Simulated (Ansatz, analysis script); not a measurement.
# Energy of spin spirals in a free-standing triangular Ir monolayer, spacing 2.904 Å

Aim: the energy of a free-standing triangular Ir monolayer, spacing 2.904 Å as its moments wind into spirals of wavevector q.

Program: Ansatz 0.2.0. Level of theory: PBE, PAW set soft_1. Results are calculated unless marked as measured.

## (1) The starting structure

The cell holds 1 atom: 1 Ir. Its edges and angles: a = 2.904 Å, b = 2.904 Å, c = 14.000 Å, α = 90.0°, β = 90.0°, γ = 120.0°. An idealised lattice of chosen spacing, in vacuum. Vacuum lies along c.

## (2) Two spin channels first

The work starts on two spin channels, which tell the size of the moments.

Input file input.yaml:

```yaml
crystal:
  lattice:
    - [2.904, 0.0, 0.0]
    - [-1.452, 2.514938, 0.0]
    - [0.0, 0.0, 14.0]
  atoms:
    - { symbol: Ir, position: [0.0, 0.0, 0.5], spin: 1.0 }
magnetization:
  spin_polarized: true
kpoints:
  mp_grid: { grid: [11, 11, 1] }
hamiltonian:
  xc: pbe
  pseudopotentials: { kind: paw, azcp: { folder: soft_1 } }
scf:
  occupations: { method: fermi_dirac, width: 0.1 }
  max_iter: 120
  convergence: { dr2_threshold: 1.0e-08 }
  lower_state_search: "off"
output:
  write_density: true
  write_potential: true
  elf: true
  volumetric_format: npy
```

Started as:

```bash
> ansatz run input.yaml --threads 4 --pin off --max-ram 8192MiB --backend cpu --events-out ev --progress --plain --runs-dir out
```

Numbers of over 12 decimals in the logs are rounded to 6 here.

Log:

```text
Engine: ansatz 0.2.0, x86_64-unknown-linux-gnu
Pseudopotentials: kind: paw
Pseudopotential: Ir, paw, valence charge 17, recommended cutoff 420 eV (normal), soft_1/Ir.paw.azcp
Functional definition: PBE
  parameter kappa = 0.804
  parameter beta = 0.066725
  exchange = pbe_x(kappa = kappa, mu = beta*pi^2/3)
  correlation = pbe_c(beta = beta)
Crystal: 1 atoms, lattice volume = 102.247 Å³
Basis set: ecut = 420 eV, 2015 PW (Γ)
Bands: 13, of which v1, the nominal top of the filled ones, is band 9 counted from 1 (8 counted from 0)
Symmetry: 24 space group operations
Space group: P6/mmm (ITA 191), of the structure as read, at distance tolerance 4.7e-5 Å
Magnetic group: BNS 191.233 (UNI 1463), of the structure as read, at distance tolerance 4.7e-5 Å
k-points: 16 of 121
Non-local potential: Ir, projectors of the file, l = 0: 3, l = 1: 2, l = 2: 2, l = 3: 1
PAW form: soft (Blöchl's): semilocal exchange-correlation on the pseudo side does not see the compensation charge
PAW one-centre angular grid: Ir, 590 points (default); XC on 64 Gauss nodes
Initial density: superposition of atomic densities (neutral atoms: chi_scale 0, normalization atom)
Starting moments: Σ|m| = 1 μB on 1 of 1 site
Initial wavefunctions: pseudopotential atomic-orbital guess
Functional: x = pbe(κ = 0.804, μ = 0.219515), c = pbe(β = 0.066725)
iter 1 solved again at ethr=6.11e-4 eV; its pass at ethr=3.10e-3 eV (dr2=1.04e-1 eV) is discarded
SCF iter   1: F=—  HF=-11934.121331 eV  |F-HF|=—  |Δ(HF+E_count)|=         —  Δρ=1.39e-2 (↑1.39e-2 ↓9.60e-3)  dr2=1.05e-1  dr2_m=8.50e-2  M=1.009 μB ∫|m|=1.009 μB  β_m=1.00  ethr=6.11e-4  ⟨swp⟩=1.2  Hψ=3179  notcnv=0
preconditioner: auto → LDOS  [metal: Δε(μ)=0.041 eV  Ē_g=7.454 eV  σ=0.100 eV  W_gap=0.10  n_scr=8 (ndim 8)  ℏωp=11.0 eV  f_vac=0.687  D(μ)=3.37/eV (n_scr^D=10)]
spin=Collinear: LDOS preconditioning applied to the charge; magnetization (m = ρ↑ − ρ↓) channel mixes plain (no charge-response kernel on spin).
SCF iter   2: F=—  HF=-11934.168334 eV  |F-HF|=—  |Δ(HF+E_count)|=   4.70e-2  Δρ=6.87e-3 (↑6.87e-3 ↓5.41e-3)  dr2=5.95e-2  dr2_m=2.39e-2  M=1.202 μB ∫|m|=1.203 μB  β_m=1.00  ethr=6.11e-4  ⟨swp⟩=2.4  Hψ=641  notcnv=0
SCF iter   3: F=—  HF=-11934.185982 eV  |F-HF|=—  |Δ(HF+E_count)|=   1.76e-2  Δρ=4.26e-3 (↑4.24e-3 ↓4.26e-3)  dr2=4.70e-2  dr2_m=9.94e-3  M=1.333 μB ∫|m|=1.334 μB  β_m=1.00  ethr=3.50e-4  ⟨swp⟩=2.2  Hψ=549  notcnv=0
SCF iter   4: F=—  HF=-11934.190109 eV  |F-HF|=—  |Δ(HF+E_count)|=   4.13e-3  Δρ=5.21e-3 (↑2.34e-3 ↓5.21e-3)  dr2=3.81e-2  dr2_m=2.50e-3  M=1.352 μB ∫|m|=1.354 μB  β_m=1.00  ethr=2.76e-4  ⟨swp⟩=2.7  Hψ=921  notcnv=0
SCF iter   5: F=—  HF=-11934.183903 eV  |F-HF|=—  |Δ(HF+E_count)|=   6.21e-3  Δρ=1.98e-3 (↑1.98e-3 ↓1.43e-3)  dr2=6.48e-3  dr2_m=3.90e-4  M=1.367 μB ∫|m|=1.370 μB  β_m=1.00  ethr=2.24e-4  ⟨swp⟩=2.0  Hψ=639  notcnv=0
SCF iter   6: F=—  HF=-11934.185278 eV  |F-HF|=—  |Δ(HF+E_count)|=   1.38e-3  Δρ=2.14e-3 (↑6.66e-4 ↓2.14e-3)  dr2=3.65e-3  dr2_m=1.27e-3  M=1.386 μB ∫|m|=1.389 μB  β_m=1.00  ethr=3.81e-5  ⟨swp⟩=2.6  Hψ=775  notcnv=0
SCF iter   7: F=—  HF=-11934.185849 eV  |F-HF|=—  |Δ(HF+E_count)|=   5.71e-4  Δρ=7.26e-4 (↑3.60e-4 ↓7.26e-4)  dr2=7.56e-4  dr2_m=5.45e-5  M=1.390 μB ∫|m|=1.394 μB  β_m=1.00  ethr=2.15e-5  ⟨swp⟩=2.0  Hψ=641  notcnv=0
SCF iter   8: F=—  HF=-11934.186119 eV  |F-HF|=—  |Δ(HF+E_count)|=   2.70e-4  Δρ=3.97e-4 (↑3.34e-4 ↓3.97e-4)  dr2=3.30e-4  dr2_m=4.20e-6  M=1.391 μB ∫|m|=1.396 μB  β_m=0.30  ethr=4.45e-6  ⟨swp⟩=1.5  Hψ=506  notcnv=0
Mixer restart at iter 8: flushing history
spin-set hold released at iteration 8 (site moments contracting): the magnetisation degrees of freedom join the quasi-Newton model from the next iteration; the mixer history was flushed
SCF iter   9: F=—  HF=-11934.186240 eV  |F-HF|=—  |Δ(HF+E_count)|=   1.21e-4  Δρ=2.15e-4 (↑2.15e-4 ↓1.65e-4)  dr2=7.76e-5  dr2_m=4.09e-6  M=1.391 μB ∫|m|=1.396 μB  β_m=0.52  ethr=1.94e-6  ⟨swp⟩=1.1  Hψ=419  notcnv=0
SCF iter  10: F=—  HF=-11934.186415 eV  |F-HF|=—  |Δ(HF+E_count)|=   1.75e-4  Δρ=7.79e-5 (↑6.32e-5 ↓7.79e-5)  dr2=2.45e-6  dr2_m=4.01e-6  M=1.391 μB ∫|m|=1.396 μB  β_m=0.67  ethr=4.56e-7  ⟨swp⟩=2.4  Hψ=585  notcnv=0
SCF iter  11: F=—  HF=-11934.186429 eV  |F-HF|=—  |Δ(HF+E_count)|=   1.40e-5  Δρ=3.91e-5 (↑1.73e-5 ↓3.91e-5)  dr2=3.61e-7  dr2_m=6.20e-7  M=1.392 μB ∫|m|=1.397 μB  β_m=0.83  ethr=1.44e-8  ⟨swp⟩=2.2  Hψ=686  notcnv=0
SCF iter  12: F=—  HF=-11934.186430 eV  |F-HF|=—  |Δ(HF+E_count)|=   1.03e-6  Δρ=1.45e-5 (↑7.89e-6 ↓1.45e-5)  dr2=1.50e-7  dr2_m=7.53e-8  M=1.392 μB ∫|m|=1.397 μB  β_m=0.84  ethr=2.12e-9  ⟨swp⟩=2.6  Hψ=729  notcnv=0
iter 13 did not close the SCF: its close was put off for a magnetic moment that had not settled (scf_convergence_deferred on its scf_iter line)
SCF iter  13: F=-11934.186430 eV  HF=-11934.186430 eV  |F-HF|=1.22e-8  |Δ(HF+E_count)|=   6.20e-8  Δρ=3.33e-6 (↑1.09e-6 ↓3.33e-6)  dr2=8.99e-9  dr2_m=3.49e-9  M=1.392 μB ∫|m|=1.397 μB  β_m=0.92  ethr=5.88e-11  ⟨swp⟩=3.6  Hψ=1849  notcnv=0
SCF iter  14: F=-11934.186430 eV  HF=-11934.186430 eV  |F-HF|=1.41e-9  |Δ(HF+E_count)|=   1.44e-8  Δρ=3.81e-7 (↑2.73e-7 ↓3.81e-7)  dr2=2.69e-10  dr2_m=3.42e-11  M=1.392 μB ∫|m|=1.397 μB  ethr=5.29e-11  ⟨swp⟩=1.7  Hψ=1449  notcnv=0
SCF 1 converged in 14 iterations: F = -11934.186430 eV  dr2 = 2.69e-10
  greatest PAW one-centre occupation: 1.000 electrons in one spin orbital (limit 2), on the Ir atom at site 0 (counted from 0), in its partial waves of l = 0
WARN: The output density's exchange-correlation potential varies sharply where the density is thin. Do not read a vacuum level from v_tot or v_xc, or from such a field of the output density. On a cell that repeats whose density bears no net charge and no dipole along the vacuum's axis use v_es (v_loc + v_h of the components); under efield.dipole_correction with no amplitude use v_es + v_field, which holds any externa [...]
SCF converged after 14 iterations
Magnetization: 1.3919 μB (9.1959 up, 7.8041 down)
Absolute magnetization: 1.3970 μB (∫|ρ↑−ρ↓|, with the PAW one-centre terms)
Spin contamination: 0.0056 ħ² per cell (⟨S²⟩ above its minimum at these occupations)
Per-site moments (μB) at R_I (Å): [(1.259364, 1.197900)]
Free energy (F): -11934.186430 eV
Harris-Foulkes:  -11934.186430 eV  (|F-HF|=1.41e-9)
Internal energy: -11934.108861 eV  (E = F + TS)
E sigma→0 (E₀):  -11934.147646 eV
Entropy (-TS):   -0.077569 eV (-77.569 meV/atom)
Fermi energy:    -1.604043 eV
--- Per-component energies (eV) ---
  E_band       = -517.000520
  E_kinetic    = 532.120878
  E_local      = -7940.049422  (includes V_loc(G=0)·N_el)
  E_nonlocal   = 191.100445
  E_hartree    = 3615.254522
  E_xc         = -225.058380
  E_vxc        = -249.489283  (∫ρ·V_xc dr)
  E_paw        = -9265.396444  (= ΣΔE_a)
  E_vpaw       = -281.192813  (= ΣTr[D̂ρ^β])
  E_aug_tail   = 0.000354  (compensation charges beyond the density's cutoff)
  E_ewald      = 1157.919186
  E_smearing   = -0.077569  (= −TS)
  E_closure    = -0.000000  (closes the sum)
  Σ components = -11934.186430   (vs F -11934.186430, Δ=0.00e0)
--- Band table (eV; the first three rows and the last of 32) ---
  k-point 0 ↑: bands = [... 5 lower, -3.6749, -3.6016, -3.6016, -1.7983, -1.7983, 0.0561, 3.9309, 4.9359]
  k-point 1 ↑: bands = [... 5 lower, -3.7328, -3.5975, -3.4083, -2.2622, -1.8435, 0.6045, 4.1182, 5.1641]
  k-point 2 ↑: bands = [... 5 lower, -3.9627, -3.3840, -3.0371, -2.8579, -1.9627, 1.6644, 4.6796, 5.8268]
  k-point 15 ↓: bands = [... 5 lower, -2.9890, -2.8452, -2.4166, -1.3484, 3.9894, 5.2165, 7.6163, 8.0281]
```

It took 1.9 s on 4 threads of Intel Xeon 6975P-C (Granite Rapids), shared host; peak memory 0.38 GiB; 3.5 s of CPU time.

Spin moment in the atom's sphere by atom:

```
atom  spin moment in the atom's sphere (μB)
 Ir1                                   1.26
```

The run ends ferromagnetic, with a net moment of 1.39 μB a cell. With one Ir atom carrying the moment, parallel order of its images is forced by the cell, not found.

Spin density in the ca plane at fractional y = 0.000, with atoms of Ir within 0.2 Å of it.

Ten even steps from '0' (0.00 e/Å³) to '9' (0.49 e/Å³), each cell a mean:
```
0000000000000000138869620000000000000000
0000000000000000014434310000000000000000
0000000000000000000101000000000000000000
0000000000000000000000000000000000000000
0000000000000000000000000000000000000000
0000000000000000012222100000000000000000
0000000000000000026757510000000000000000
0000000000000000149979720000000000000000
```
Columns run along c (14.0 Å), rows up along a (2.9 Å). Atoms in or near the plane, at fractional coordinates: Ir at (0.50, 0.00).

Valence density in the ca plane at fractional y = 0.000, with atoms of Ir within 0.2 Å of it. It is the smooth field of the valence electrons, not physical close to the nuclei.

Ten steps, logarithmic in the rise over the least value, from '0' (0.0 e/Å³) to '9' (9.5 e/Å³), each cell a mean:
```
0000000000000000247998631000000000000000
0000000000000000135787421000000000000000
0000000000000000123454310000000000000000
0000000000000000112332210000000000000000
0000000000000000122333210000000000000000
0000000000000000134665421000000000000000
0000000000000000247898631000000000000000
0000000000000001258999731000000000000000
```
Columns run along c (14.0 Å), rows up along a (2.9 Å). Atoms in or near the plane, at fractional coordinates: Ir at (0.50, 0.00).

ELF in the ca plane at fractional y = 0.000, with atoms of Ir within 0.2 Å of it. It is the smooth field of the valence electrons, not physical close to the nuclei.

Values, 5 rows by 16 columns, each cell a mean:
```
0.00 0.00 0.00 0.00 0.01 0.08 0.27 0.52 0.55 0.33 0.12 0.01 0.00 0.00 0.00 0.00
0.00 0.00 0.00 0.00 0.00 0.05 0.20 0.32 0.34 0.24 0.07 0.01 0.00 0.00 0.00 0.00
0.00 0.00 0.00 0.00 0.00 0.04 0.17 0.30 0.31 0.21 0.05 0.01 0.00 0.00 0.00 0.00
0.00 0.00 0.00 0.00 0.01 0.06 0.23 0.39 0.43 0.26 0.09 0.01 0.00 0.00 0.00 0.00
0.00 0.00 0.00 0.00 0.01 0.08 0.29 0.53 0.53 0.35 0.12 0.01 0.00 0.00 0.00 0.00
```
Columns run along c (14.0 Å), rows up along a (2.9 Å). Atoms in or near the plane, at fractional coordinates: Ir at (0.50, 0.00).

## (3) Mesh refined

Levels at the Fermi energy are partly filled, so moments and energy differences can hang on the k-mesh, and the state is solved again on a denser one.

input.yaml, the sections that differ from step 2:

```yaml
crystal:
  lattice:
    - [2.904, 0.0, 0.0]
    - [-1.452, 2.514938, 0.0]
    - [0.0, 0.0, 14.0]
  atoms:
    - { symbol: Ir, position: [0.0, 0.0, 0.5], spin: 1.26 }
kpoints:
  mp_grid: { grid: [21, 21, 1] }
basis:
  ecutwfc: 420.0
checkpoint:
  read: start
  write: ck
  compress: false
  write_wavefunctions: false
  write_every: 100000
# magnetization, hamiltonian, scf: as in step 2
# output: removed
```

Log:

```text
[...]
Magnetization: 1.3601 μB (9.1800 up, 7.8200 down)
Absolute magnetization: 1.3704 μB (∫|ρ↑−ρ↓|, with the PAW one-centre terms)
[...]
Per-site moments (μB) at R_I (Å): [(1.242791, 1.197900)]
Free energy (F): -11934.193322 eV
[...]
Internal energy: -11934.113692 eV  (E = F + TS)
E sigma→0 (E₀):  -11934.153507 eV
Entropy (-TS):   -0.079630 eV (-79.630 meV/atom)
Fermi energy:    -1.602457 eV
[...]
[key lines of the parts left out:]
SCF converged after 7 iterations
```

Elapsed: 0.97 s, on 4 threads; peak memory 0.44 GiB.

Spin moment in the atom's sphere by atom:

```
atom  spin moment in the atom's sphere (μB)
 Ir1                                   1.24
```

The run ends ferromagnetic, with a net moment of 1.36 μB a cell, against 1.39 μB on the first mesh.

Each spiral starts from these moments, tilted 90° from the rotation axis z (a flat spiral); sizes are free, while the program holds flat spirals in their plane. Spin–orbit coupling is switched off, so the energy does not depend on how the axis lies in the crystal. The folder named start holds the saved collinear state, from which each run begins.

The runs on spinors take the mesh 24×24×1.

## (4) q = (0, 0, 0)

The reference is the same input at q = 0, so that basis and exchange-correlation form match those at other q. Every q is chosen so that q/2 is a mesh vector: every spiral then samples the k-points of q = 0, and much mesh noise cancels.

input.yaml, the sections that differ from step 3:

```yaml
crystal:
  lattice:
    - [2.904, 0.0, 0.0]
    - [-1.452, 2.514938, 0.0]
    - [0.0, 0.0, 14.0]
  atoms:
    - { symbol: Ir, position: [0.0, 0.0, 0.5], spin: 1.24, spin_axis: [1.0, 0.0, 0.0] }
kpoints:
  mp_grid: { grid: [24, 24, 1] }
magnetization:
  noncollinear: true
  spin_spiral: { q: [0.0, 0.0, 0.0] }
checkpoint:
  read: start
# hamiltonian, scf, basis: as in step 3
```

Started as:

```bash
> ansatz run input.yaml --threads 1 --pin off --max-ram 2048MiB --backend cpu --events-out ev --progress --plain --runs-dir out
```

Log:

```text
Warning: checkpoint.read: spin treatment differs: saved collinear, current noncollinear; the saved charge density seeds this run and the saved magnetisation is carried along the axis that this deck's starting moments share; the saved density holds an absolute magnetisation of 1.4e0 μB; saved orbitals and DFT+U occupations are not carried; the saved PAW projector densities are carried along that axis
Warning: checkpoint.read: magnetization.spin_spiral differs: saved none, current q = [0, 0, 0]; the saved state is no spin spiral's: the SCF starts from none of its orbitals and from its density, each atom's moment turned about z as a whole to its place on this deck's spiral. A spiral's own state at q: [0, 0, 0] serves better
[...]
Crystal: 1 atoms, lattice volume = 102.247 Å³
Basis set: ecut = 420 eV, 2015 PW (Γ)
Bands: 26, of which v1, the nominal top of the filled ones, is band 17 counted from 1 (16 counted from 0)
Symmetry: 24 space group operations
k-points: 61 of 576
Spin spiral: q = (0, 0, 0) of the reciprocal vectors; moments are told in the frame that turns with it, a site's in that at the site
[...]
SCF iter   7: F=-11934.193752 eV  HF=-11934.193752 eV  |F-HF|=7.28e-12  |Δ(HF+E_count)|=   5.26e-9  Δρ=1.13e-6  dr2=7.90e-10  dr2_m=2.98e-10  ethr=2.04e-11  |M|=1.37e0 ∫|m|=1.38e0 μB  |m|>n=4.8e-2 m-floor=4.8e-2 τ_xc=1.3e-9 mc-row=4.8e-2 uncertified=2  ⟨swp⟩=1.0  Hψ=4370  notcnv=0
SCF 1 converged in 7 iterations: F = -11934.193752 eV  dr2 = 7.90e-10
[...]
SCF converged after 7 iterations
Magnetization: |M| = 1.3738 μB,  M = (+1.3738, -0.0000, +0.0000) μB
Absolute magnetization: 1.3825 μB (∫|m|, with the PAW one-centre terms)
  site 0: m = (+1.2529, -0.0000, +0.0000) μB, |m| = 1.2529 μB  (R = 1.20 Å)
Free energy (F): -11934.193752 eV
[...]
Internal energy: -11934.115765 eV  (E = F + TS)
E sigma→0 (E₀):  -11934.154758 eV
Entropy (-TS):   -0.077987 eV (-77.987 meV/atom)
Fermi energy:    -1.601761 eV
[...]
```

Elapsed: 13 s, on 1 thread; peak memory 0.61 GiB.

The largest moment is 1.25 μB, against 1.24 μB in the collinear run.

## (5) q = (0.083, 0.083, 0)

Only q changes. The cell stays that of the crystal, since the generalised Bloch theorem carries the rotation from cell to cell.

Changes to input.yaml since step 4:

```diff
@@ -21,3 +21,3 @@
   noncollinear: true
-  spin_spiral: { q: [0.0, 0.0, 0.0] }
+  spin_spiral: { q: [0.08333333, 0.08333333, 0.0] }
 checkpoint:
```

Log:

```text
[...]
Crystal: 1 atoms, lattice volume = 102.247 Å³
Basis set: ecut = 420 eV, 2015 PW (Γ)
Bands: 26, of which v1, the nominal top of the filled ones, is band 17 counted from 1 (16 counted from 0)
Symmetry: 4 space group operations
k-points: 157 of 576
[...]
SCF iter   8: F=-11934.180705 eV  HF=-11934.180705 eV  |F-HF|=9.09e-11  |Δ(HF+E_count)|=   6.21e-8  Δρ=1.61e-6  dr2=9.13e-10  dr2_m=6.41e-10  ethr=5.88e-11  |M|=1.25e0 ∫|m|=1.31e0 μB  |m|>n=4.7e-2 m-floor=4.7e-2 τ_xc=5.5e-3 mc-row=4.7e-2 uncertified=19  ⟨swp⟩=2.0  Hψ=12487  notcnv=0
SCF 1 converged in 8 iterations: F = -11934.180705 eV  dr2 = 9.13e-10
[...]
SCF converged after 8 iterations
Magnetization: |M| = 1.2527 μB,  M = (+1.2527, -0.0000, +0.0000) μB
Absolute magnetization: 1.3145 μB (∫|m|, with the PAW one-centre terms)
  site 0: m = (+1.1793, -0.0000, +0.0000) μB, |m| = 1.1793 μB  (R = 1.20 Å)
Free energy (F): -11934.180705 eV
[...]
Internal energy: -11934.092312 eV  (E = F + TS)
E sigma→0 (E₀):  -11934.136509 eV
Entropy (-TS):   -0.088393 eV (-88.393 meV/atom)
Fermi energy:    -1.638576 eV
[...]
```

It took 32 s on 1 thread; peak memory 0.98 GiB.

The energy of the cell lies 13.0 meV above that at q = 0, and the largest moment is 1.18 μB against 1.25 μB.

[end of part 1 of 2]

[Logs and program files are shortened in this print: banners, set-up blocks, solver, clock and traceback lines can be left out without a mark of their own.]

[Logs are printed without paths, hosts, clocks, repeated set-up lines and the standing remarks that a program may print on its own settings, such as how far it seeks lower states.]

[Hosts, paths, dates, database ids (printed as entryN), source tags and the programs' standing remarks are cut or masked in the printed files.]
